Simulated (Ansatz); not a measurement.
**Au chain started as a zigzag: period, moment and channels by functional**

Aim: how far do the period, the moment and the conductance of the Au chain started as a zigzag depend on the functional, the datasets and spin-orbit coupling, and at what cost?

Main program and level: Ansatz 0.2.0; DFT PBE, plane waves, PAW; relaxation of a chain's period, in the first sound run; inputs show where later runs differ.

Most raw output is cut from this account.

## Step 1: Starting point

The cell holds 2 atoms: 2 Au. Its edges and angles: a = 9.000 Å, b = 7.500 Å, c = 4.563 Å, α = 90.0°, β = 90.0°, γ = 90.0°. Vacuum lies along a and b. The structure's axis is c.

## Step 2: Relaxation of atoms and period, level PBE, cutoff 420 eV

Band widths follow the bond lengths, so the chain is relaxed first. The atoms and the third cell vector are free; the box across stays fixed as vacuum. Moments are seeded so that a magnetic state can form if it lies lower. A Fermi-Dirac smearing is set since the result may be a metal. The pressure printed is a third of the stress's trace over the whole box, vacuum included; only the stress along the axis is relaxed.

File input.yaml:

```yaml
crystal:
  lattice:
    - [9.0, 0.0, 0.0]
    - [0.0, 7.5, 0.0]
    - [0.0, 0.0, 4.5630731599]
  atoms:
    - { symbol: Au, position: [0.432604749, 0.5, 0.0], spin: 0.5 }
    - { symbol: Au, position: [0.567395251, 0.5, 0.5], spin: 0.5 }
magnetization:
  spin_polarized: true
kpoints:
  mp_grid: { grid: [1, 1, 18] }
scf:
  occupations: { method: fermi_dirac, width: 0.05 }
hamiltonian:
  xc: pbe
relax:
  cell: { fix: [a, b, alpha, beta, gamma] }
  max_steps: 60
```

Started as:

```
> ansatz run input.yaml --threads 4 --pin off --max-ram 8192MiB --backend cpu --events-out ev --progress --plain --runs-dir out
```

The job ended after 12 s (4 threads of Arm Neoverse V2, shared host; peak memory 0.6 GiB).

The steps of the relaxation:

| step | energy less that of the first step (eV) | largest force component (eV/Å) | pressure (GPa) | volume (Å³) |
| --- | --- | --- | --- | --- |
| 1 | 0.0000 | 0.4655 | -0.23 | 308.01 |
| 2 | -0.0343 | 0.2531 | 0.27 | 311.88 |
| 3 | -0.0445 | 0.0049 | 0.03 | 313.74 |
| 4 | -0.0455 | 0.0097 | -0.04 | 316.31 |
| 5* | -0.0459 | 0.0095 | -0.04 | 316.31 |

Relaxation steps marked * repeat the geometry before them on a plane-wave basis chosen anew for their cell, so energy and pressure can jump there.

Forces are held to the 8 operations that the run works with; a distortion that breaks them can't arise in this run.

| cell as run | before | after | change |
| --- | --- | --- | --- |
| c (Å) | 4.563 | 4.686 | +2.7 % |

The atoms that moved most (Å, along periodic axes as changes of fractional coordinates times the final cell, across vacuum about the mean position):

| atom | dx | dy | dz | length |
| --- | --- | --- | --- | --- |
| Au1 | 0.109 | 0.000 | 0.000 | 0.109 |
| Au2 | -0.109 | 0.000 | 0.000 | 0.109 |

Final coordinates:

```xyz
2
Lattice="9.0000 0.0000 0.0000 0.0000 7.5000 0.0000 0.0000 0.0000 4.6861" Properties=species:S:1:pos:R:3
Au    4.0026    3.7500    0.0000
Au    4.9974    3.7500    2.3431
```

Numbers from this step:

```
energy at zero smearing    : -26296.1379 eV
cell length along the wire : 4.686 Å
```

The cell's length comes to 4.686 Å with no moment.

## Step 3: The perfect wire, level PBE, cutoff 420 eV

This step: DFT PBE, plane waves, PAW; channels and complex bands of a perfect chain (Ansatz 0.2.0).

At the relaxed period the Bloch states of the perfect chain are found at each energy: those that move forward count the open channels, and those that decay describe how a disturbance dies away inside the wire itself. An energy step of 0.035 eV is under the 0.039 eV that the program asks for its thermal average at 300 K.

File input.yaml:

```yaml
crystal:
  lattice:
    - [9.0, 0.0, 0.0]
    - [0.0, 7.5, 0.0]
    - [0.0, 0.0, 4.6861181268]
  atoms:
    - { symbol: Au, position: [0.444736493, 0.5, 0.0] }
    - { symbol: Au, position: [0.555263507, 0.5, 0.5] }
kpoints:
  mp_grid: { grid: [1, 1, 18] }
  band_path: { path: ["Γ", Z], npoints: 60 }
scf:
  occupations: { method: fermi_dirac, width: 0.05 }
hamiltonian:
  xc: pbe
output:
  transmission:
    e_range: [-2, 2]
    de: 0.035
    kmesh: [1, 1]
    reduced_basis: true
    leads: [[0, 0]]
  dos: { projected: true, e_range: [-6, 4] }
  write_potential: true
  write_density: true
  volumetric_format: npy
  elf: true
```

Elapsed: 25 s, on 4 threads; peak memory 0.63 GiB; 87 s of CPU time.

Numbers from this step:

| Property | Result |
| --- | --- |
| energy at zero smearing | -26296.1380 eV |
| channels at the energy nearest the Fermi level, one spin | 1 |
| conductance of the lead as this run defines it | 1.000 G₀ |
| band gap | 0 eV |

Table of open channels of the lead, one spin by energy, zero at the Fermi level:

energy (eV), open channels of the lead, one spin and a bar from the least value:
```
    -2.00       3.00 ###############
    -1.90       3.00 ###############
    -1.79       5.00 ##############################
    -1.69       2.00 ########
    -1.58       2.00 ########
    -1.48       2.00 ########
    -1.37       3.00 ###############
    -1.23       3.00 ###############
    -1.12       3.00 ###############
    -1.02       4.00 ######################
    -0.92       2.00 ########
    -0.81       2.00 ########
    -0.70       1.00 
    -0.60       1.00 
    -0.49       1.00 
    -0.39       1.00 
    -0.28       1.00 
    -0.18       1.00 
    -0.07       1.00 
    -0.01       1.00 
     0.07       1.00 
     0.17       1.00 
     0.28       1.00 
     0.38       1.00 
     0.48       1.00 
     0.59       1.00 
     0.69       1.00 
     0.80       1.00 
     0.91       1.00 
     1.01       1.00 
     1.11       1.00 
     1.22       1.00 
     1.36       1.00 
     1.47       1.00 
     1.57       1.00 
     1.68       1.00 
     1.78       1.00 
     1.89       1.00 
     1.99       1.00
```

The slowest values at each energy, most degenerate partners merged, listed up to 1.5 1/Å. Table of Im kz of the slowest decaying states by energy, zero at the Fermi level:

| energy (eV) | decay 1 (Å⁻¹) | decay 2 (Å⁻¹) | decay 3 (Å⁻¹) | decay 4 (Å⁻¹) |
| --- | --- | --- | --- | --- |
| -2.000 | 0.165 | 0.321 | 0.384 | 1.20 |
| -1.790 | 0.248 | 1.17 | 1.35 | 1.37 |
| -1.615 | 0.168 | 0.181 | 0.247 | 1.14 |
| -1.405 | 0.267 | 0.362 | 1.10 | 1.29 |
| -1.195 | 0.262 | 0.450 | 1.06 | 1.26 |
| -0.985 | 0.479 | 0.534 | 1.01 | 1.22 |
| -0.810 | 0.216 | 0.616 | 0.638 | 0.963 |
| -0.600 | 0.235 | 0.325 | 0.741 | 0.835 |
| -0.390 | 0.350 | 0.404 | 0.855 | 0.953 |
| -0.215 | 0.399 | 0.459 | 0.864 | 0.977 |
| -0.005 | 0.436 | 0.515 | 0.869 | 1.00 |
| 0.205 | 0.460 | 0.565 | 0.869 | 1.02 |
| 0.415 | 0.475 | 0.610 | 0.866 | 1.04 |
| 0.590 | 0.483 | 0.643 | 0.790 | 0.934 |
| 0.800 | 0.488 | 0.678 | 0.699 | 1.02 |
| 1.010 | 0.489 | 0.632 | 0.709 | 1.07 |
| 1.185 | 0.488 | 0.581 | 0.730 | 1.05 |
| 1.395 | 0.482 | 0.524 | 0.753 | 1.03 |
| 1.605 | 0.467 | 0.474 | 0.772 | 0.999 |
| 1.815 | 0.407 | 0.462 | 0.788 | 0.970 |

Electronic bands along the path, in eV, zero at the Fermi level:

| point | band 16 | band 17 | band 18 | band 19 | band 20 | band 21 | band 22 | band 23 |
| --- | --- | --- | --- | --- | --- | --- | --- | --- |
| Γ | -1.79 | -1.47 | -1.11 | -0.72 | 2.46 | 3.78 | 5.09 | 5.63 |
| halfway | -1.55 | -1.07 | -1.06 | -0.90 | 2.21 | 3.74 | 4.45 | 5.46 |
| Z | -1.28 | -0.99 | -0.99 | 0.00 | 0.00 | 5.02 | 5.02 | 6.06 |

Valence density in the ca plane at fractional y = 0.500, with atoms of Au within 0.2 Å of it. It is the smooth field of the valence electrons, not physical close to the nuclei.

Ten steps, logarithmic in the rise over the least value, from '_' (0 e/Å³) to '@' (14 e/Å³), each cell a mean:
```
____________________________
____________________________
____________________________
____________________________
____________________________
____________________________
____________......__________
________..::----::....______
______..::++**##**==::..____
::....::==##%%@@%%**--....::
++==----++##@@@@@@**--::--==
%%##++--==##%%@@%%**--==**##
@@%%**----==****++==--++##@@
@@%%**--::::----::::::==##@@
%%##++::..............--**%%
++==::..____________..::--==
::....__________________....
____________________________
____________________________
____________________________
____________________________
____________________________
____________________________
____________________________
```
Columns run along c (4.7 Å), rows up along a (9.0 Å). Atoms in or near the plane, at fractional coordinates: Au at (0.00, 0.44), Au at (0.50, 0.56).

Electrostatic potential energy in the ca plane at fractional y = 0.500, with atoms of Au within 0.2 Å of it. With pseudopotentials it is smooth inside the atoms' cores, unlike the true potential.

Ten even steps from '0' (-50 eV) to '9' (3 eV), each cell a mean:
```
99999999999999
99999999999999
99999999999999
99999999999999
99999999999999
99999999999999
99999999999999
99999887899999
99998522368999
99986100038999
67885000027886
02586200047741
00278643578510
00279988898510
01589999999730
56899999999876
99999999999999
99999999999999
99999999999999
99999999999999
99999999999999
99999999999999
99999999999999
99999999999999
```
Columns run along c (4.7 Å; values clipped at the 3rd and 97th percentile), rows up along a (9.0 Å). Atoms in or near the plane, at fractional coordinates: Au at (0.00, 0.44), Au at (0.50, 0.56).

ELF in the ca plane at fractional y = 0.500, with atoms of Au within 0.2 Å of it. It is the smooth field of the valence electrons, not physical close to the nuclei.

Ten even steps from '0' (0.00) to '9' (0.75), each cell a mean:
```
00000000000000
00000000000000
00000000000000
00000000000000
00000111100000
00001122210000
00011233321000
11112345431111
32222467642122
44323688752234
55434799863345
76434678753457
97533466543468
98633444433478
76422333322357
65321122111245
43211000001234
32110000000122
11100000000011
00000000000000
00000000000000
00000000000000
00000000000000
00000000000000
```
Columns run along c (4.7 Å), rows up along a (9.0 Å). Atoms in or near the plane, at fractional coordinates: Au at (0.00, 0.44), Au at (0.50, 0.56).

By hand: the program gives 1.1479 × 10^14 S/m² over the cell's cross-section of 67.50 Å² = 6.750 × 10^-19 m², so one cell conducts 7.748 × 10^-5 S. Divided by G0 = 2e²/h = 7.748 × 10^-5 S this is 1.00 G0, a resistance of 12.9 kΩ.

At the computed energy nearest the Fermi level there are 1 channel a spin, and the thermal average gives 1.00 G₀.

## Step 4: Relaxing the period

This step: DFT PBEsol, plane waves, PAW; relaxation of a chain's period (Ansatz 0.2.0).

The relaxation is repeated under another functional. PBEsol weakens PBE's gradient terms and usually lands between LDA and PBE.

File input.yaml:

```yaml
crystal:
  lattice:
    - [9.0, 0.0, 0.0]
    - [0.0, 7.5, 0.0]
    - [0.0, 0.0, 4.5630731599]
  atoms:
    - { symbol: Au, position: [0.432604749, 0.5, 0.0], spin: 0.5 }
    - { symbol: Au, position: [0.567395251, 0.5, 0.5], spin: 0.5 }
magnetization:
  spin_polarized: true
kpoints:
  mp_grid: { grid: [1, 1, 18] }
scf:
  occupations: { method: fermi_dirac, width: 0.05 }
hamiltonian:
  xc: pbesol
relax:
  cell: { fix: [a, b, alpha, beta, gamma] }
  max_steps: 60
```

It took 16 s on 4 threads; peak memory 0.6 GiB.

Step by step:

| step | energy less that of the first step (eV) | largest force component (eV/Å) | pressure (GPa) | volume (Å³) |
| --- | --- | --- | --- | --- |
| 1 | 0.0000 | 0.8195 | -0.58 | 308.01 |
| 2 | -0.0441 | 0.7122 | 0.54 | 308.72 |
| 3 | -0.0903 | 0.1068 | -0.06 | 309.72 |
| 4 | -0.0913 | 0.0694 | -0.10 | 311.58 |
| 5 | -0.0919 | 0.0100 | -0.04 | 311.02 |
| 6 | -0.0919 | 0.0001 | -0.03 | 310.93 |
| 7* | -0.0921 | 0.0002 | -0.03 | 310.93 |

Relaxation steps marked * repeat the geometry before them on a plane-wave basis chosen anew for their cell, so energy and pressure can jump there.

The run keeps the 8 symmetry operations that it works with, so distortions that break them were not tested.

| cell as run | before | after | change |
| --- | --- | --- | --- |
| c (Å) | 4.563 | 4.606 | +0.9 % |

The atoms that moved most (Å, along periodic axes as changes of fractional coordinates times the final cell, across vacuum about the mean position):

| atom | dx | dy | dz | length |
| --- | --- | --- | --- | --- |
| Au1 | 0.118 | 0.000 | 0.000 | 0.118 |
| Au2 | -0.118 | 0.000 | 0.000 | 0.118 |

The relaxed structure:

```cif
data_structure
_symmetry_space_group_name_H-M 'P 1'
_symmetry_Int_Tables_number 1
_cell_length_a 9.0000
_cell_length_b 7.5000
_cell_length_c 4.6064
_cell_angle_alpha 90.000
_cell_angle_beta 90.000
_cell_angle_gamma 90.000
_cell_volume 310.93
loop_
_atom_site_label
_atom_site_type_symbol
_atom_site_fract_x
_atom_site_fract_y
_atom_site_fract_z
_atom_site_occupancy
Au1 Au 0.44571 0.50000 0.00000 1
Au2 Au 0.55429 0.50000 0.50000 1
```

The cell's length comes to 4.606 Å, -1.7 % against the first run, with no moment.

The cell grew by 0.9 % in its periodic edges. From the first step to the last the energy fell by 0.092 eV, across changes of basis, and the largest move was 0.12 Å (Au1 and 1 other atom alike).

## Step 5: The wire at its relaxed period, level PBEsol, cutoff 420 eV

This step: DFT PBEsol, plane waves, PAW; channels and complex bands of a perfect chain (Ansatz 0.2.0).

The channels are counted again under PBEsol, at the period that it gave.

File input.yaml:

```yaml
crystal:
  lattice:
    - [9.0, 0.0, 0.0]
    - [0.0, 7.5, 0.0]
    - [0.0, 0.0, 4.6064065817]
  atoms:
    - { symbol: Au, position: [0.445713392, 0.5, 0.0] }
    - { symbol: Au, position: [0.554286608, 0.5, 0.5] }
kpoints:
  mp_grid: { grid: [1, 1, 18] }
  band_path: { path: ["Γ", Z], npoints: 60 }
scf:
  occupations: { method: fermi_dirac, width: 0.05 }
hamiltonian:
  xc: pbesol
output:
  transmission:
    e_range: [-2, 2]
    de: 0.035
    kmesh: [1, 1]
    reduced_basis: true
    leads: [[0, 0]]
  dos: { projected: true, e_range: [-6, 4] }
```

Run time: 19 s. Hardware: 4 threads; peak memory 0.62 GiB; 65 s of CPU time.

At the computed energy nearest the Fermi level there are 1 channel a spin, and the thermal average gives 1.00 G₀.

## Step 6: The relaxed wire, cutoff 500 eV

This step: DFT r2SCAN, plane waves, PAW; relaxation of a chain's period (Ansatz 0.2.0).

The relaxation is repeated under another functional. r2SCAN also reads the kinetic-energy density; it often gives larger moments and wider gaps than PBE, at a higher cost. Against the first PBE run of this kind, the cutoff is 500 eV against 420.

File input.yaml:

```yaml
crystal:
  lattice:
    - [9.0, 0.0, 0.0]
    - [0.0, 7.5, 0.0]
    - [0.0, 0.0, 4.5630731599]
  atoms:
    - { symbol: Au, position: [0.432604749, 0.5, 0.0], spin: 0.5 }
    - { symbol: Au, position: [0.567395251, 0.5, 0.5], spin: 0.5 }
magnetization:
  spin_polarized: true
kpoints:
  mp_grid: { grid: [1, 1, 18] }
scf:
  occupations: { method: fermi_dirac, width: 0.05 }
hamiltonian:
  xc: r2scan
relax:
  cell: { fix: [a, b, alpha, beta, gamma] }
  max_steps: 60
```

The job ended after 68 s (4 threads; peak memory 1.3 GiB).

Relaxation path:

| step | energy less that of the first step (eV) | largest force component (eV/Å) | pressure (GPa) | volume (Å³) |
| --- | --- | --- | --- | --- |
| 1 | 0.0000 | 0.7167 | -0.48 | 308.01 |
| 2 | -0.0423 | 0.5590 | 0.48 | 309.72 |
| 3 | -0.0742 | 0.0685 | -0.02 | 311.08 |
| 4 | -0.0753 | 0.0432 | -0.07 | 313.15 |
| 5 | -0.0755 | 0.0046 | -0.03 | 312.89 |
| 6* | -0.0758 | 0.0047 | -0.03 | 312.89 |

Relaxation steps marked * repeat the geometry before them on a plane-wave basis chosen anew for their cell, so energy and pressure can jump there.

The run keeps the 8 symmetry operations that it works with, so distortions that break them were not tested.

| cell as run | before | after | change |
| --- | --- | --- | --- |
| c (Å) | 4.563 | 4.635 | +1.6 % |

The atoms that moved most (Å, along periodic axes as changes of fractional coordinates times the final cell, across vacuum about the mean position):

| atom | dx | dy | dz | length |
| --- | --- | --- | --- | --- |
| Au1 | 0.117 | 0.000 | 0.000 | 0.117 |
| Au2 | -0.117 | 0.000 | 0.000 | 0.117 |

Final coordinates:

```xyz
2
Lattice="9.0000 0.0000 0.0000 0.0000 7.5000 0.0000 0.0000 0.0000 4.6354" Properties=species:S:1:pos:R:3
Au    4.0106    3.7500    0.0000
Au    4.9894    3.7500    2.3177
```

The cell's length comes to 4.635 Å, -1.1 % against the first run, with no moment.

The cell grew by 1.6 % in its periodic edges. First to last step the energy falls by 0.076 eV, across changes of basis; the largest move, 0.12 Å, is that of Au1 and 1 other atom alike.

## Step 7: The perfect wire, level r2SCAN, cutoff 500 eV

This step: DFT r2SCAN, plane waves, PAW; channels and complex bands of a perfect chain (Ansatz 0.2.0).

The channels are counted again under r2SCAN, at the period that it gave. Its window is narrower, to save time.

File input.yaml:

```yaml
crystal:
  lattice:
    - [9.0, 0.0, 0.0]
    - [0.0, 7.5, 0.0]
    - [0.0, 0.0, 4.6354258908]
  atoms:
    - { symbol: Au, position: [0.445622987, 0.5, 0.0] }
    - { symbol: Au, position: [0.554377013, 0.5, 0.5] }
kpoints:
  mp_grid: { grid: [1, 1, 18] }
  band_path: { path: ["Γ", Z], npoints: 60 }
scf:
  occupations: { method: fermi_dirac, width: 0.05 }
hamiltonian:
  xc: r2scan
output:
  transmission:
    e_range: [-0.7, 0.7]
    de: 0.035
    kmesh: [1, 1]
    reduced_basis: true
    leads: [[0, 0]]
  dos: { projected: true, e_range: [-6, 4] }
```

Elapsed: 23 s, on 4 threads; peak memory 1.1 GiB.

At the computed energy nearest the Fermi level there are 1 channel a spin, and the thermal average gives 1.00 G₀.

## Step 8: The relaxed wire

This step: DFT LDA, plane waves, PAW; relaxation of a chain's period (Ansatz 0.2.0).

The relaxation is repeated under another functional. LDA has no gradient terms and tends to overbind, so it marks the short end of the likely bond lengths.

File input.yaml:

```yaml
crystal:
  lattice:
    - [9.0, 0.0, 0.0]
    - [0.0, 7.5, 0.0]
    - [0.0, 0.0, 4.5630731599]
  atoms:
    - { symbol: Au, position: [0.432604749, 0.5, 0.0], spin: 0.5 }
    - { symbol: Au, position: [0.567395251, 0.5, 0.5], spin: 0.5 }
magnetization:
  spin_polarized: true
kpoints:
  mp_grid: { grid: [1, 1, 18] }
scf:
  occupations: { method: fermi_dirac, width: 0.05 }
hamiltonian:
  xc: lda
relax:
  cell: { fix: [a, b, alpha, beta, gamma] }
  max_steps: 60
```

Run time: 13 s. Hardware: 4 threads; peak memory 0.57 GiB.

Step by step:

| step | energy less that of the first step (eV) | largest force component (eV/Å) | pressure (GPa) | volume (Å³) |
| --- | --- | --- | --- | --- |
| 1 | 0.0000 | 1.0908 | -0.84 | 308.01 |
| 2 | -0.0804 | 0.9303 | 0.69 | 305.93 |
| 3 | -0.1488 | 0.1771 | -0.14 | 307.67 |
| 4 | -0.1515 | 0.0174 | -0.08 | 308.98 |
| 5 | -0.1520 | 0.0079 | -0.04 | 308.17 |
| 6* | -0.1520 | 0.0079 | -0.04 | 308.17 |

Relaxation steps marked * repeat the geometry before them on a plane-wave basis chosen anew for their cell, so energy and pressure can jump there.

The run keeps the 8 symmetry operations that it works with, so distortions that break them were not tested.

| cell as run | before | after | change |
| --- | --- | --- | --- |
| c (Å) | 4.563 | 4.566 | +0.1 % |

The atoms that moved most (Å, along periodic axes as changes of fractional coordinates times the final cell, across vacuum about the mean position):

| atom | dx | dy | dz | length |
| --- | --- | --- | --- | --- |
| Au1 | 0.130 | 0.000 | 0.000 | 0.130 |
| Au2 | -0.130 | 0.000 | 0.000 | 0.130 |

The relaxed structure:

```xyz
2
Lattice="9.0000 0.0000 0.0000 0.0000 7.5000 0.0000 0.0000 0.0000 4.5655" Properties=species:S:1:pos:R:3
Au    4.0230    3.7500    0.0000
Au    4.9770    3.7500    2.2828
```

The cell's length comes to 4.566 Å, -2.6 % against the first run, with no moment.

The cell grew by 0.1 % in its periodic edges. From the first step to the last the energy fell by 0.152 eV, across changes of basis, and the largest move was 0.13 Å (Au1 and 1 other atom alike).

## Step 9: The perfect wire, level LDA, cutoff 420 eV

This step: DFT LDA, plane waves, PAW; channels and complex bands of a perfect chain (Ansatz 0.2.0).

The channels are counted again under LDA, at the period that it gave.

File input.yaml:

```yaml
crystal:
  lattice:
    - [9.0, 0.0, 0.0]
    - [0.0, 7.5, 0.0]
    - [0.0, 0.0, 4.5655111652]
  atoms:
    - { symbol: Au, position: [0.446997, 0.5, 0.0] }
    - { symbol: Au, position: [0.553003, 0.5, 0.5] }
kpoints:
  mp_grid: { grid: [1, 1, 18] }
  band_path: { path: ["Γ", Z], npoints: 60 }
scf:
  occupations: { method: fermi_dirac, width: 0.05 }
hamiltonian:
  xc: lda
output:
  transmission:
    e_range: [-2, 2]
    de: 0.035
    kmesh: [1, 1]
    reduced_basis: true
    leads: [[0, 0]]
  dos: { projected: true, e_range: [-6, 4] }
```

Run time: 23 s. Hardware: 4 threads; peak memory 0.6 GiB; 81 s of CPU time.

At the computed energy nearest the Fermi level there are 1 channel a spin, and the thermal average gives 1.00 G₀.

[end of part 1 of 2]

[Logs are printed without paths, hosts, clocks, repeated set-up lines and the standing remarks that a program may print on its own settings, such as how far it seeks lower states.]

[Hosts, paths, dates, database ids (printed as entryN), source tags and the programs' standing remarks are cut or masked in the printed files.]
